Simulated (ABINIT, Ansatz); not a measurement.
# SnO (P6_3/mmc): zone-centre phonons, part 2 of 3

Wanted: the vibrations of SnO (P6_3/mmc) at Γ, by two programs.

ABINIT 10.8.3; DFT LDA, scalar-relativistic, plane waves, PseudoDojo norm-conserving pseudopotentials.

So far. Step 4 (Relaxing the cell and atoms): The volume changes by +0.1 % in this run and stands +9.9 % from the first cell. Step 5 (Self-consistent run for the response): The cell stands at -0.63 GPa: the relaxation ran with a smoothed and higher cutoff, and the difference is a stress of the finite basis. The relaxed cell has a = 3.323, c = 6.423 Å (conventional setting).

The structure was built from a prototype and need not be the compound's stable phase.

## 6. Linear response at Γ

At q = 0 one unit cell holds all displacements. The response is solved for single atoms along the cell's directions, and symmetry skips those that follow from others. The crystal is treated as a metal, which screens a static field, so no field response is asked.

The input, dfpt_gamma.abi:

```

# common to the responses
getwfk_filepath "gso_WFK"
kptopt 2
nqpt 1
qpt 0.0 0.0 0.0
asr 0
chneut 0

# displacements
rfphon 1
rfatpol 1 4
rfdir 1 1 1
tolvrs 1.0d-10
prtwf 0

# basis, mesh and filling
ecut 36.0
ngkpt 12 12 6
nshiftk 1
shiftk 0.0 0.0 0.0
istwfk *1
occopt 3
tsmear 0.01
nband 29
nstep 100
diemac 1000000.0
prtebands 0
prtgsr 0
useylm 1

# cell and atoms
acell 3*1.0 Angstrom
rprim 
    3.323323534 -2.798e-06 0.0
    -1.661659344 2.878084005 0.0
    0.0 0.0 6.423068571
ntypat 2
znucl 50 8
natom 4
typat 1 1 2 2
xred 
    0.0 0.0 0.0
    0.0 0.0 0.5
    1/3 2/3 0.25
    2/3 1/3 0.75
pp_dirpath "./pseudo"
pseudos "Sn.upf, O.upf"
```

Launch:

```console
$ OMP_NUM_THREADS=1 mpirun -n 8 abinit dfpt_gamma.abi > dfpt_gamma.log
```

Numbers of over 12 decimals in the logs are rounded to 6 here.

dfpt_gamma.abo, the main output file:

```text
[banners, grids, parts of the stress and lines that vanish by symmetry left out]
- input  file    -> dfpt_gamma.abi
- output file    -> dfpt_gamma.abo
- root for input  files -> dfpt_gammai
- root for output files -> dfpt_gammao

 Symmetries : space group P6_3/m m c (#194); Bravais hP (primitive hexag.)
================================================================================
 Values of the parameters that define the memory need of the present run (RF).
     intxc =       0      iscf =       7    lmnmax =      18     lnmax =       6
     mgfft =      72  mpssoang =       3    mqgrid =    3279     natom =       4
  nloc_mem =       1    nspden =       1   nspinor =       1    nsppol =       1
      nsym =      24    n1xccc =    2501    ntypat =       2    occopt =       3
   xclevel =       1
-    mband =          29        mffmem =           1         mkmem =          55
-   mkqmem =          55        mk1mem =          55           mpw =        4323
      nfft =       93312          nkpt =         436
- my_mband =          29
================================================================================
================================================================================

--------------------------------------------------------------------------------
------------- Echo of variables that govern the present computation ------------
--------------------------------------------------------------------------------
-
- outvars: echo of selected default values
-   iomode0 =  0 , fftalg0 =312 , wfoptalg0 =  0
-
- outvars: echo of global parameters not present in the input file
-  max_nthreads =    1
-
 -outvars: echo values of preprocessed input variables
 [... echo left out ...]
================================================================================

 chkinp: Checking input parameters for consistency.

[...]
== DATASET  1 ==================================================================
-   mpi_nproc: 8, omp_nthreads: 1 (-1 if OMP is not activated)

--- !DatasetInfo
iteration_state: {dtset: 1, }
dimensions: {natom: 4, nkpt: 436, mband: 29, nsppol: 1, nspinor: 1, nspden: 1, mpw: 4323, }
cutoff_energies: {ecut:  36.0, pawecutdg:  -1.0, }
electrons: {nelect:   4.00000000E+01, charge:   0.00000000E+00, occopt:   3.00000000E+00, tsmear:   1.00000000E-02, }
meta: {optdriver: 1, rfphon: 1, }
...

 mkfilename: getwfk from: gso_WFK

 Real(R)+Recip(G) space primitive vectors, cartesian coordinates (Bohr,Bohr^-1):
 R(1)=  6.2801713 -0.0000053  0.0000000  G(1)=  0.1592314  0.0919321  0.0000000
 R(2)= -3.1400811  5.4387905  0.0000000  G(2)=  0.0000002  0.1838645  0.0000000
 R(3)=  0.0000000  0.0000000 12.1378405  G(3)=  0.0000000  0.0000000  0.0823870
 Unit cell volume ucvol=  4.1458639E+02 bohr^3
 Angles (23,13,12)=  9.00000000E+01  9.00000000E+01  1.20000000E+02 degrees
 setup1 : take into account q-point for computing boxcut.

 getcut: wavevector=  0.0000  0.0000  0.0000  ngfft=  36  36  72
         ecut(hartree)=     36.000   => boxcut(ratio)=   2.12234

--- Pseudopotential description ------------------------------------------------
- pspini: atom type   1  psp file is ./pseudo/Sn.upf

- pspini: atom type   2  psp file is ./pseudo/O.upf

   3.10050884E+03                                ecore*ucvol(ha*bohr**3)
--------------------------------------------------------------------------------

 ==>  initialize data related to q vector <==

 The list of irreducible perturbations for this q vector is:
    1)    idir= 1    ipert=   1
    2)    idir= 3    ipert=   1
    3)    idir= 1    ipert=   3
    4)    idir= 3    ipert=   3

[...]
The perturbation idir=   2  ipert=   1 is
 symmetric of a previously calculated perturbation.
 So, its SCF calculation is not needed.

 The perturbation idir=   1  ipert=   2 is
 symmetric of a previously calculated perturbation.
 So, its SCF calculation is not needed.

 The perturbation idir=   2  ipert=   2 is
 symmetric of a previously calculated perturbation.
 So, its SCF calculation is not needed.

 The perturbation idir=   3  ipert=   2 is
 symmetric of a previously calculated perturbation.
 So, its SCF calculation is not needed.

 The perturbation idir=   2  ipert=   3 is
 symmetric of a previously calculated perturbation.
 So, its SCF calculation is not needed.

 The perturbation idir=   1  ipert=   4 is
 symmetric of a previously calculated perturbation.
 So, its SCF calculation is not needed.

 The perturbation idir=   2  ipert=   4 is
 symmetric of a previously calculated perturbation.
 So, its SCF calculation is not needed.

 The perturbation idir=   3  ipert=   4 is
 symmetric of a previously calculated perturbation.
 So, its SCF calculation is not needed.

--------------------------------------------------------------------------------
 Perturbation wavevector (in red.coord.)   0.000000  0.000000  0.000000
 Perturbation : displacement of atom   1   along direction   1
 Found     2 symmetries that leave the perturbation invariant.

[...]
dfpt_looppert : total number of electrons, from k and k+q
  fully or partially occupied states are    4.000000E+01 and    4.000000E+01.
 Initialisation of the first-order wave-functions :
  ireadwf=   0

--- !BeginCycle
iteration_state: {dtset: 1, }
solver: {iscf: 7, nstep: 100, nline: 4, wfoptalg: 0, }
tolerances: {tolvrs: 1.00E-10, }
...

     iter   2DEtotal(Ha)        deltaE(Ha) residm    vres2
-ETOT  1   2.778084     -1.305E+04 1.611E+01 4.838E+02
 ETOT  2 -0.294715     -3.073E+00 8.515E-02 1.916E+02
 ETOT  3 -0.384815     -9.010E-02 4.148E-03 8.203E-01
 ETOT  4 -0.385061     -2.461E-04 2.281E-04 1.675E-01
 ETOT  5 -0.385126     -6.469E-05 2.597E-05 1.998E-03
[...]
At SCF step   10       vres2   =  9.98E-11 < tolvrs=  1.00E-10 =>converged.
[...]
Mean square residual over all n,k,spin=   32.379E-14; max=  19.962E-10

 Thirteen components of 2nd-order total energy (hartree) are
 1,2,3: 0th-order hamiltonian combined with 1st-order wavefunctions
     kin0=   1.68727419E+04 eigvalue=   1.29142515E+03  local=  -7.96570124E+03
 4,5,6: 1st-order hamiltonian combined with 1st and 0th-order wfs
 loc psp =  -3.25195034E+03  Hartree=   1.02680220E+03     xc=  -1.87565630E+02
 note that "loc psp" includes a xc core correction that could be resolved
 7,8,9: eventually, occupation + non-local contributions
    edocc=   1.60360334E+01     enl0=   1.99545259E+03   enl1=  -2.28464317E+04
 1-9 gives the relaxation energy (to be shifted if some occ is /=2.0)
   erelax=  -1.30491910E+04
 10,11,12 Non-relaxation  contributions : frozen-wavefunctions and Ewald
 fr.local=   1.51759251E+03 fr.nonlo=   1.14158356E+04  Ewald=   4.21019527E+01
 13,14 Frozen wf xc core corrections (1) and (2)
 frxc 1  =  -4.69368698E+02  frxc 2 =   5.42644553E+02
 Resulting in :
 2DEtotal=   -0.3851267680E+00 Ha. Also 2DEtotal=   -0.104798332385E+02 eV
    (2DErelax=   -1.3049191018E+04 Ha. 2DEnonrelax=    1.3048805891E+04 Ha)
    (  non-var. 2DEtotal :   -3.8512752849E-01 Ha)

[...]
Perturbation wavevector (in red.coord.)   0.000000  0.000000  0.000000
 Perturbation : displacement of atom   1   along direction   3
 Found     6 symmetries that leave the perturbation invariant.

[...]
dfpt_looppert : total number of electrons, from k and k+q
  fully or partially occupied states are    4.000000E+01 and    4.000000E+01.
 Initialisation of the first-order wave-functions :
  ireadwf=   0

--- !BeginCycle
iteration_state: {dtset: 1, }
solver: {iscf: 7, nstep: 100, nline: 4, wfoptalg: 0, }
tolerances: {tolvrs: 1.00E-10, }
...

     iter   2DEtotal(Ha)        deltaE(Ha) residm    vres2
-ETOT  1   34.560854189165     -4.979E+04 5.904E+01 1.259E+05
[...]
At SCF step   14       vres2   =  7.08E-12 < tolvrs=  1.00E-10 =>converged.
[...]
Mean square residual over all n,k,spin=   35.005E-17; max=  53.361E-14

 Thirteen components of 2nd-order total energy (hartree) are
 1,2,3: 0th-order hamiltonian combined with 1st-order wavefunctions
     kin0=   6.31638283E+04 eigvalue=   4.82851140E+03  local=  -2.98046854E+04
 4,5,6: 1st-order hamiltonian combined with 1st and 0th-order wfs
 loc psp =  -1.42125750E+04  Hartree=   4.81946585E+03     xc=  -7.14949641E+02
 note that "loc psp" includes a xc core correction that could be resolved
 7,8,9: eventually, occupation + non-local contributions
    edocc=   7.73240046E+01     enl0=   7.44593739E+03   enl1=  -8.54182889E+04
 1-9 gives the relaxation energy (to be shifted if some occ is /=2.0)
   erelax=  -4.98154320E+04
 10,11,12 Non-relaxation  contributions : frozen-wavefunctions and Ewald
 fr.local=   5.56645228E+03 fr.nonlo=   4.26781287E+04  Ewald=   1.31093312E+03
 13,14 Frozen wf xc core corrections (1) and (2)
 frxc 1  =  -1.75270186E+03  frxc 2 =   2.02517165E+03
 Resulting in :
 2DEtotal=    0.1255191958E+02 Ha. Also 2DEtotal=    0.341555131885E+03 eV
    (2DErelax=   -4.9815431951E+04 Ha. 2DEnonrelax=    4.9827983870E+04 Ha)
    (  non-var. 2DEtotal :    1.2551919785E+01 Ha)

[...]
Perturbation wavevector (in red.coord.)   0.000000  0.000000  0.000000
 Perturbation : displacement of atom   3   along direction   1
 Found     2 symmetries that leave the perturbation invariant.

[...]
dfpt_looppert : total number of electrons, from k and k+q
  fully or partially occupied states are    4.000000E+01 and    4.000000E+01.
 Initialisation of the first-order wave-functions :
  ireadwf=   0

--- !BeginCycle
iteration_state: {dtset: 1, }
solver: {iscf: 7, nstep: 100, nline: 4, wfoptalg: 0, }
tolerances: {tolvrs: 1.00E-10, }
...

     iter   2DEtotal(Ha)        deltaE(Ha) residm    vres2
-ETOT  1  0.867763     -2.292E+03 1.855E+00 1.213E+03
[...]
At SCF step   12       vres2   =  6.80E-12 < tolvrs=  1.00E-10 =>converged.
[...]
Mean square residual over all n,k,spin=   24.317E-15; max=  94.616E-12

 Thirteen components of 2nd-order total energy (hartree) are
 1,2,3: 0th-order hamiltonian combined with 1st-order wavefunctions
     kin0=   2.53429275E+03 eigvalue=  -3.95625487E+01  local=  -8.55357140E+02
 4,5,6: 1st-order hamiltonian combined with 1st and 0th-order wfs
 loc psp =  -1.31836098E+03  Hartree=   3.53775257E+02     xc=  -8.45213387E+01
 note that "loc psp" includes a xc core correction that could be resolved
 7,8,9: eventually, occupation + non-local contributions
    edocc=   2.21832439E+01     enl0=   3.61407677E+02   enl1=  -3.26607483E+03
 1-9 gives the relaxation energy (to be shifted if some occ is /=2.0)
   erelax=  -2.29221790E+03
 10,11,12 Non-relaxation  contributions : frozen-wavefunctions and Ewald
 fr.local=   6.21775292E+02 fr.nonlo=   1.62751229E+03  Ewald=   5.18990042E+01
 13,14 Frozen wf xc core corrections (1) and (2)
 frxc 1  =  -6.94517412E+01  frxc 2 =   6.07229164E+01
 Resulting in :
 2DEtotal=    0.2398657547E+00 Ha. Also 2DEtotal=    0.652707969776E+01 eV
    (2DErelax=   -2.2922179005E+03 Ha. 2DEnonrelax=    2.2924577663E+03 Ha)
    (  non-var. 2DEtotal :    2.3986535495E-01 Ha)

[...]
Perturbation wavevector (in red.coord.)   0.000000  0.000000  0.000000
 Perturbation : displacement of atom   3   along direction   3
 Found     6 symmetries that leave the perturbation invariant.

--------------------------------------------------------------------------------

--------------------------------------------------------------------------------

 dfpt_looppert : total number of electrons, from k and k+q
  fully or partially occupied states are    4.000000E+01 and    4.000000E+01.
 Initialisation of the first-order wave-functions :
  ireadwf=   0

--- !BeginCycle
iteration_state: {dtset: 1, }
solver: {iscf: 7, nstep: 100, nline: 4, wfoptalg: 0, }
tolerances: {tolvrs: 1.00E-10, }
...

     iter   2DEtotal(Ha)        deltaE(Ha) residm    vres2
-ETOT  1   2.603750     -8.660E+03 8.381E+00 2.734E+04
[...]
ETOT 12  -1.322922     -3.256E-10 4.279E-10 5.051E-10
 ETOT 13  -1.322922      2.201E-10 1.260E-10 8.691E-11

 At SCF step   13       vres2   =  8.69E-11 < tolvrs=  1.00E-10 =>converged.
[...]
Mean square residual over all n,k,spin=   47.767E-15; max=  12.601E-11

 Thirteen components of 2nd-order total energy (hartree) are
 1,2,3: 0th-order hamiltonian combined with 1st-order wavefunctions
     kin0=   9.39989627E+03 eigvalue=  -1.45878079E+02  local=  -3.18592747E+03
 4,5,6: 1st-order hamiltonian combined with 1st and 0th-order wfs
 loc psp =  -5.32088157E+03  Hartree=   1.51409902E+03     xc=  -3.13592413E+02
 note that "loc psp" includes a xc core correction that could be resolved
 7,8,9: eventually, occupation + non-local contributions
    edocc=   8.00453733E+01     enl0=   1.31480416E+03   enl1=  -1.20060122E+04
 1-9 gives the relaxation energy (to be shifted if some occ is /=2.0)
   erelax=  -8.66344686E+03
 10,11,12 Non-relaxation  contributions : frozen-wavefunctions and Ewald
 fr.local=   2.21013759E+03 fr.nonlo=   5.95881249E+03  Ewald=   5.23248366E+02
 13,14 Frozen wf xc core corrections (1) and (2)
 frxc 1  =  -2.60037449E+02  frxc 2 =   2.29962940E+02
 Resulting in :
 2DEtotal=   -0.1322921943E+01 Ha. Also 2DEtotal=   -0.359985399583E+02 eV
    (2DErelax=   -8.6634468601E+03 Ha. 2DEnonrelax=    8.6621239382E+03 Ha)
    (  non-var. 2DEtotal :   -1.3229227800E+00 Ha)

[...]
---- first-order wavefunction calculations are completed ----

 ==> Compute Derivative Database <==

 [... matrices left out ...]
  Phonon wavevector (reduced coordinates) :  0.00000  0.00000  0.00000
 Phonon energies in Hartree :
  -1.123559E-03 -3.811048E-04 -3.811048E-04 -2.698742E-04 -2.698742E-04
  -1.034090E-05  6.598877E-06  6.598878E-06  7.047872E-04  7.381356E-04
   7.381356E-04  9.682063E-04
 Phonon frequencies in cm-1    :
- -2.465927E+02 -8.364283E+01 -8.364283E+01 -5.923055E+01 -5.923055E+01
- -2.269564E+00  1.448286E+00  1.448286E+00  1.546829E+02  1.620020E+02
-  1.620020E+02  2.124967E+02

== END DATASET(S) ==============================================================
================================================================================

 -outvars: echo values of variables after computation
            acell      1.8897261259E+00  1.8897261259E+00  1.8897261259E+00 Bohr
           etotal     -1.3229219428E+00
            fcart      0.0000000000E+00  0.0000000000E+00  0.0000000000E+00
           strten      0.0000000000E+00  0.0000000000E+00  0.0000000000E+00
================================================================================
```

Elapsed: 9 min, on 8 MPI ranks of Arm Neoverse V1, shared host; 72 min of CPU time.

This step gave:

| Item | Value |
| --- | --- |
| largest acoustic frequency at the zone centre before the sum rule | -2.27 cm⁻¹ |
| highest optical zone-centre mode (no LO-TO term) | 212.5 cm⁻¹ |
| lowest optical zone-centre mode | -246.6 cm⁻¹ |

The acoustic modes at Γ come out as far as 2.3 cm⁻¹ from zero, where they should vanish, a small numerical error. The lowest optical mode is imaginary, 247i cm⁻¹, an instability at this level and on this k mesh.

(Continued in part 3 of 3.)

[Host names and launcher messages were left out of these logs when they were recorded.]

[Logs are printed without paths, hosts, clocks, repeated set-up lines and the standing remarks that a program may print on its own settings, such as how far it seeks lower states.]

[Hosts, paths, dates, database ids (printed as entryN), source tags and the programs' standing remarks are cut or masked in the printed files.]
